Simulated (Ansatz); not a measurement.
# Be2Si (Fm-3m): the cell at rest

Aim: bring Be2Si (Fm-3m) to small forces and stress, as phonons need.

Calculated with Ansatz 0.2.0; DFT PBE, scalar-relativistic, plane waves, norm-conserving pseudopotentials.

Most raw output is cut from this account.

### 1. The starting structure

Symmetry: Fm-3m, No. 225, cubic system. The conventional cell has a = 5.280 Å, b = 5.280 Å, c = 5.280 Å, α = 90.00°, β = 90.00°, γ = 90.00°. Nearest to Be lie 4 Si at 2.29 Å. Si has 8 Be at 2.29 Å nearest. Farther neighbours are not listed.

### 2. A coarse first look

First a cheap look: the gap decides the mesh and the occupations, the pressure tells how far the cell has to move.

The input, input.yaml:

```yaml
crystal:
  lattice:
    - [0.0, 2.64, 2.64]
    - [2.64, 0.0, 2.64]
    - [2.64, 2.64, 0.0]
  atoms:
    - { symbol: Be, position: [0.75, 0.75, 0.75] }
    - { symbol: Be, position: [0.25, 0.25, 0.25] }
    - { symbol: Si, position: [0.0, 0.0, 0.0] }
kpoints:
  mp_grid: { grid: [6, 6, 6] }
hamiltonian:
  xc: pbe
  pseudopotentials: { kind: nc }
scf:
  occupations: { method: gaussian, width: 0.1 }
output:
  forces: true
  stress: true
  eigenvalues: true
```

Launch:

```bash
$ ansatz run input.yaml --threads 4 --pin off --max-ram 7168MiB --backend cpu --events-out ev --progress --plain --runs-dir out
```

Elapsed: 0.66 s, on 4 threads of Arm Neoverse V2, shared host; peak memory 0.43 GiB; 2.3 s of CPU time.

Numbers from this step:

```
pressure          : 0.1057 GPa
volume per atom   : 12.27 Å³
gap on the k-mesh : 0 eV
```

The coarse mesh shows no gap and a pressure of 0.1 GPa.

### 3. Bringing the structure to rest

The cell and atoms are relaxed, since residual forces and stress would shift the frequencies.

input.yaml, the sections that differ from step 2:

```yaml
kpoints:
  mp_grid: { grid: [12, 12, 12] }
output:
  forces: true
  stress: true
  eigenvalues: true
  write_density: true
  write_potential: true
  elf: true
  volumetric_format: npy
relax:
  adjacent_minimum: "off"
  f_tol: 0.005
  max_steps: 80
  cell: { stress_tol: 0.05 }
# crystal, hamiltonian, scf: as in step 2
```

Wall time 8.6 s (4 threads); peak memory 0.62 GiB; 33 s of CPU time.

Little changed from the start: no atom moved by 0.005 Å and no cell edge by 0.1 %.

This step gave:

```yaml
pressure: 0.04865 GPa
volume_per_atom: 12.28 Å³
```

ELF in the ac plane of a cell with a along [110], b along [-110] and c along [001] of the cube at fractional y = 0.000, with atoms of Be and Si within 0.2 Å of it. It is the smooth field of the valence electrons, not physical close to the nuclei.

Ten even steps from '0' (0.01) to '9' (0.89), each cell a mean:
```
038875688301688667861
579832378756886226886
788426348877872453787
555249425555531881455
122112112212221211222
001233321000023333200
001345421000014554100
001245421000023553100
011221221100122122210
333125213333321441233
666349436766752881576
788622168877884213887
258853588624787447974
027876787200588668850
```
Columns run along a (7.5 Å), rows up along c (5.3 Å), edges of the conventional cell, whose origin can differ from the input's. Atoms in or near the plane, at fractional coordinates: Be at (0.25, 0.75), Be at (0.75, 0.75), Be at (0.25, 0.25), Be at (0.75, 0.25), Si at (0.00, 0.00), Si at (0.50, 0.00).

Valence density in the ac plane of a cell with a along [110], b along [-110] and c along [001] of the cube at fractional y = 0.000, with atoms of Be and Si within 0.2 Å of it. It is the smooth field of the valence electrons, not physical close to the nuclei.

Ten steps, logarithmic in the rise over the least value, from '0' (0 e/Å³) to '9' (23 e/Å³), each cell a mean:
```
012111112101221111221
122111112212211111122
111147411111112661111
111169611111112992111
000113110000001231000
000011100000000110000
000011100000000110000
000011100000000110000
000011100000001111000
000147410000011661100
111169611111112982111
221113211212111331112
122111112211221111221
012111112100121111210
```
Columns run along a (7.5 Å), rows up along c (5.3 Å), edges of the conventional cell, whose origin can differ from the input's. Atoms in or near the plane, at fractional coordinates: Be at (0.25, 0.75), Be at (0.75, 0.75), Be at (0.25, 0.25), Be at (0.75, 0.25), Si at (0.00, 0.00), Si at (0.50, 0.00).

Electrostatic potential energy in the ac plane of a cell with a along [110], b along [-110] and c along [001] of the cube at fractional y = 0.000, with atoms of Be and Si within 0.2 Å of it. With pseudopotentials it is smooth inside the atoms' cores, unlike the true potential.

Ten even steps from '0' (-73 eV) to '9' (11 eV), each cell a mean:
```
027999997200589999850
578887898756888778886
899854589988987447998
999842589999986336999
999875789999998668999
999998999999999889999
999999999999999999999
999999999999999999999
999987899999998878999
999854589999997447999
999842489999986336899
789875789878898668988
258998998523789889873
017999997100589999840
```
Columns run along a (7.5 Å; values clipped at the 3rd and 97th percentile), rows up along c (5.3 Å), edges of the conventional cell, whose origin can differ from the input's. Atoms in or near the plane, at fractional coordinates: Be at (0.25, 0.75), Be at (0.75, 0.75), Be at (0.25, 0.25), Be at (0.75, 0.25), Si at (0.00, 0.00), Si at (0.50, 0.00).

In this step the volume went from 12.27 to 12.28 Å³/atom.

### 4. Tight relaxation

Phonons need a cell at rest on their own settings, so the relaxation is repeated with tight tolerances on forces and stress on the k mesh and occupations of the first response run.

The input, input.yaml:

```yaml
crystal:
  lattice:
    - [0.0, 2.6409335594, 2.6409335594]
    - [2.6409335594, 0.0, 2.6409335594]
    - [2.6409335594, 2.6409335594, 0.0]
  atoms:
    - { symbol: Be, position: [0.75, 0.75, 0.75] }
    - { symbol: Be, position: [0.25, 0.25, 0.25] }
    - { symbol: Si, position: [0.0, 0.0, 0.0] }
kpoints:
  mp_grid: { grid: [12, 12, 12] }
hamiltonian:
  xc: pbe
  pseudopotentials: { kind: nc }
scf:
  occupations: { method: methfessel_paxton, width: 0.15 }
output:
  forces: true
  stress: true
  eigenvalues: true
relax:
  adjacent_minimum: "off"
  f_tol: 0.001
  max_steps: 60
  cell: { stress_tol: 0.01 }
```

Wall time 11 s (4 threads); peak memory 0.61 GiB.

Little changed from the start: no atom moved by 0.005 Å and no cell edge by 0.1 %.

This step gave:

| Item | Value |
| --- | --- |
| pressure | 9.32e-5 GPa |
| volume per atom | 12.29 Å³ |

The forces vanish by symmetry and the pressure is 0.000 GPa, within the tolerances set. The cell now holds 12.29 Å³/atom.

### 5. Summary of results

```yaml
space_group_after_relaxation_within_0p01_a: Fm-3m
lattice_constant_a: 5.283 Å
lattice_constant_b: 5.283 Å
lattice_constant_c: 5.283 Å
volume_per_atom: 12.3 Å³
```

The forces vanish by symmetry and the pressure is 0.000 GPa, within the tolerances set. The cell now holds 12.29 Å³/atom. The relaxation keeps the symmetry of its start, so it says nothing on stability against lower symmetry.

[Logs are printed without paths, hosts, clocks, repeated set-up lines and the standing remarks that a program may print on its own settings, such as how far it seeks lower states.]

[Hosts, paths, dates, database ids (printed as entryN), source tags and the programs' standing remarks are cut or masked in the printed files.]
